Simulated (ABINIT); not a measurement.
**CdSe (F-43m): G0W0 in ABINIT against the exchange cutoff**

Aim: move the exchange cutoff of a G0W0 run on CdSe (F-43m) over a wide range.

Method: PBE and many-body steps on it, plane waves, in ABINIT 10.8.3.

Most raw output is cut from this account.

**1. The starting structure**

Symmetry: F-43m, No. 216, cubic system. Conventional cell: a = 6.141 Å, b = 6.141 Å, c = 6.141 Å, α = 90.00°, β = 90.00°, γ = 90.00°. Cd has 4 Se at 2.66 Å nearest. Nearest to Se lie 4 Cd at 2.66 Å. Farther neighbours and most contacts between anions are not listed.

Coordinates:

```cif
data_structure
_symmetry_space_group_name_H-M 'P 1'
_symmetry_Int_Tables_number 1
_cell_length_a 4.3420
_cell_length_b 4.3420
_cell_length_c 4.3420
_cell_angle_alpha 60.000
_cell_angle_beta 60.000
_cell_angle_gamma 60.000
_cell_volume 57.88
loop_
_atom_site_label
_atom_site_type_symbol
_atom_site_fract_x
_atom_site_fract_y
_atom_site_fract_z
_atom_site_occupancy
Cd1 Cd 0.00000 0.00000 0.00000 1
Se2 Se 0.75000 0.75000 0.75000 1
```

The cell and positions are those that the Materials Project relaxed with its own functionals (PBE, PBE+U or r2SCAN), kept fixed.

**2. Screening, 4×4×4 mesh, 85 bands, screening to 130.6 eV**

This step: ABINIT 10.8.3; RPA screening on PBE, plane waves, norm-conserving pseudopotentials.

The RPA dielectric matrix is built and inverted for each q.

The input, run.abi:

```
acell 3*1.0 Angstrom
rprim 
  -0.000000000000 3.070271198600 3.070271198600
  3.070271198600 -0.000000000000 3.070271198600
  3.070271198600 3.070271198600 -0.000000000000
ntypat 2
znucl 48 34
natom 2
typat 1 2
xred 
  0.000000000000 0.000000000000 0.000000000000
  0.750000000000 0.750000000000 0.750000000000
pp_dirpath "pseudos"
pseudos "Cd.upf, Se.upf"
ecut 47
ngkpt 4 4 4
nshiftk 1
shiftk 0 0 0
kptopt 1
chksymbreak 0
istwfk *1
occopt 1
irdwfk 1
optdriver 3
nband 85
ecuteps 4.8
inclvkb 2
awtr 1
symchi 1
indata_prefix "in"
outdata_prefix "out"
tmpdata_prefix "tmp"
```

The run is started by

```sh
OMP_NUM_THREADS=1 mpirun -n 8 abinit run.abi > log
```

Run time: 58 s. Hardware: 8 MPI ranks of Arm Neoverse N1, shared host; peak memory 2.2 GiB.

Numbers from this step:

| Item | Value |
| --- | --- |
| ε∞ with local fields, on this mesh, along the program's q direction | 55.46 |
| the same without local fields | 57.58 |
| plasma frequency | 29.28 eV |
| plane waves in the screening matrix | 181 |

Local fields lower ε∞ by 4 %.

**3. 4.7 Ha**

This step: G0W0 on PBE, plane waves, norm-conserving pseudopotentials.

Changes to run.abi since step 2:

```diff
@@ -23,8 +23,15 @@
 irdwfk 1
-optdriver 3
+optdriver 4
 nband 85
+gwcalctyp 0
+ecutsigx 4.7
+symsigma 1
+nkptgw 1
+kptgw 
+  0.0000000000 0.0000000000 0.0000000000
+bdgw 
+  16 22
 ecuteps 4.8
-inclvkb 2
-awtr 1
-symchi 1
+irdscr 1
+ppmodel 1
 indata_prefix "in"
```

It took 6.4 s on 8 MPI ranks; peak memory 1.4 GiB; 50 s of CPU time.

This step gave:

- G0W0 gap on the points computed: 1.444 eV
- starting gap on the mesh: 0.5475 eV
- k of the valence top: 0, 0, 0
- k of the conduction bottom: 0, 0, 0
- Z at the valence top: 0.789
- Z at the conduction bottom: 0.812
- least direct G0W0 gap on the computed points: 1.444 eV

**4. 9.4 Ha**

Changes to run.abi since step 3:

```diff
@@ -26,3 +26,3 @@
 gwcalctyp 0
-ecutsigx 4.7
+ecutsigx 9.4
 symsigma 1
```

The job ended after 6.5 s (8 MPI ranks; peak memory 1.4 GiB; 51 s of CPU time).

Numbers from this step:

* G0W0 gap on the points computed: 1.483 eV
* starting gap on the mesh: 0.5475 eV
* k of the valence top: 0, 0, 0
* k of the conduction bottom: 0, 0, 0
* Z at the valence top: 0.789
* Z at the conduction bottom: 0.812
* least direct G0W0 gap on the computed points: 1.483 eV

**5. 18.8 Ha**

The self-energy is evaluated for the states that the input lists, and the levels follow from it, in one-shot runs by the linearised quasiparticle equation.

Changes to run.abi since step 4:

```diff
@@ -26,3 +26,3 @@
 gwcalctyp 0
-ecutsigx 9.4
+ecutsigx 18.8
 symsigma 1
```

It took 6.9 s on 8 MPI ranks; peak memory 1.4 GiB; 55 s of CPU time.

Numbers from this step:

```
G0W0 gap on the points computed              : 1.586 eV
starting gap on the mesh                     : 0.5475 eV
k of the valence top                         : 0, 0, 0
k of the conduction bottom                   : 0, 0, 0
least direct G0W0 gap on the computed points : 1.586 eV
```

The gap on the mesh goes from 0.55 eV to 1.59 eV, a correction of +1.04 eV.

**6. 32.9 Ha**

Changes to run.abi since step 5:

```diff
@@ -26,3 +26,3 @@
 gwcalctyp 0
-ecutsigx 18.8
+ecutsigx 32.9
 symsigma 1
```

Run time: 6.9 s. Hardware: 8 MPI ranks; peak memory 1.4 GiB; 54 s of CPU time.

Numbers from this step:

| Property | Result |
| --- | --- |
| G0W0 gap on the points computed | 1.640 eV |
| starting gap on the mesh | 0.5475 eV |
| k of the valence top | 0, 0, 0 |
| k of the conduction bottom | 0, 0, 0 |
| least direct G0W0 gap on the computed points | 1.640 eV |

Against the run before, the gap moves by +0.054 eV.

**7. 47 Ha**

Changes to run.abi since step 6:

```diff
@@ -26,3 +26,3 @@
 gwcalctyp 0
-ecutsigx 32.9
+ecutsigx 47
 symsigma 1
```

Elapsed: 7.2 s, on 8 MPI ranks; peak memory 1.4 GiB.

This step gave:

- G0W0 gap on the points computed: 1.643 eV
- starting gap on the mesh: 0.5475 eV
- k of the valence top: 0, 0, 0
- k of the conduction bottom: 0, 0, 0
- least direct G0W0 gap on the computed points: 1.643 eV

Against the run before, the gap moves by +0.003 eV.

**8. The runs together**

Times are wall times on 8 MPI ranks of Arm Neoverse N1, shared host, good to a factor of about two. A run's time includes the screening step that it read.

| run | mesh | bands | screening cutoff (eV) | DFT gap (eV) | gap on the mesh (eV) | direct (eV) | ε∞ used | time |
| --- | --- | --- | --- | --- | --- | --- | --- | --- |
| 4.7 Ha | 4×4×4 | 85 | 130.6 | 0.547 | 1.444 | 1.444 | 55.46 | 64 s |
| 9.4 Ha | 4×4×4 | 85 | 130.6 | 0.547 | 1.483 | 1.483 | 55.46 | 65 s |
| 18.8 Ha | 4×4×4 | 85 | 130.6 | 0.547 | 1.586 | 1.586 | 55.46 | 65 s |
| 32.9 Ha | 4×4×4 | 85 | 130.6 | 0.547 | 1.640 | 1.640 | 55.46 | 65 s |
| 47 Ha | 4×4×4 | 85 | 130.6 | 0.547 | 1.643 | 1.643 | 55.46 | 65 s |

**9. Summary of results**

```json
{"4.7 Ha": "1.444 eV", "9.4 Ha": "1.483 eV", "18.8 Ha": "1.586 eV", "32.9 Ha": "1.640 eV", "47 Ha": "1.643 eV", "known limits": "not at the basis limit; exchange with frozen shells missing; mesh may overstate the screening; no spin-orbit coupling; coarse k mesh"}
```

In words: The setting moved: exchange cutoff. From 4.7 Ha to 47 Ha the gap moves by +0.20 eV. It holds to 0.03 eV from 32.9 Ha on. Bands and screening cutoff are coupled, so a series along one setting does not show full convergence. Below the screening cutoff the correlation part is cut too. Bands and cutoff are finite, so the gap is not at the basis limit. The miss can reach some tenths of an eV and take either sign; the mesh is an error of its own. In the first G0W0 run levels were corrected at 1 k point alone, so a gap called «on the mesh» is the least over those, and an edge elsewhere would be missed. The 4×4×4 mesh is coarse for this cell, which bears on the long-range parts of exchange and screening. The norm-conserving file of at least one element keeps a d shell over frozen s and p shells of the same row. Exchange with those shells is missing from the self-energy, an error of 0.3 to 0.9 eV in cases checked, whose sign depends on which edge lies on those atoms. For the PBE start: The RPA ε∞ on this mesh reaches over 25; with a narrow direct gap a coarse mesh can overstate it, and the correction is then too small. The many-body steps are scalar-relativistic: spin-orbit coupling is not in them.

[Paths, hosts, dates, memory and timing lines, banners, echoed tables and standing remarks are left out of the program output.]

[Logs are printed without paths, hosts, clocks, repeated set-up lines and the standing remarks that a program may print on its own settings, such as how far it seeks lower states.]

[Runs of the session that timed out or met a known fault of the program may be left out.]

[No measured gap is set beside runs whose start may be inverted or whose files or cutoffs have a known fault.]

[Hosts, paths, dates, database ids (printed as entryN), source tags and the programs' standing remarks are cut or masked in the printed files.]

[G0W0 gaps are taken among the corrected bands and points alone; a level outside them can change the order at an edge.]

[Where Ansatz stands beside ABINIT at settings called matched, ABINIT's density can come from a denser mesh and the files from another edition; pairs whose starting gaps differed by over 0.03 eV were left out, so agreement reads better than it is.]
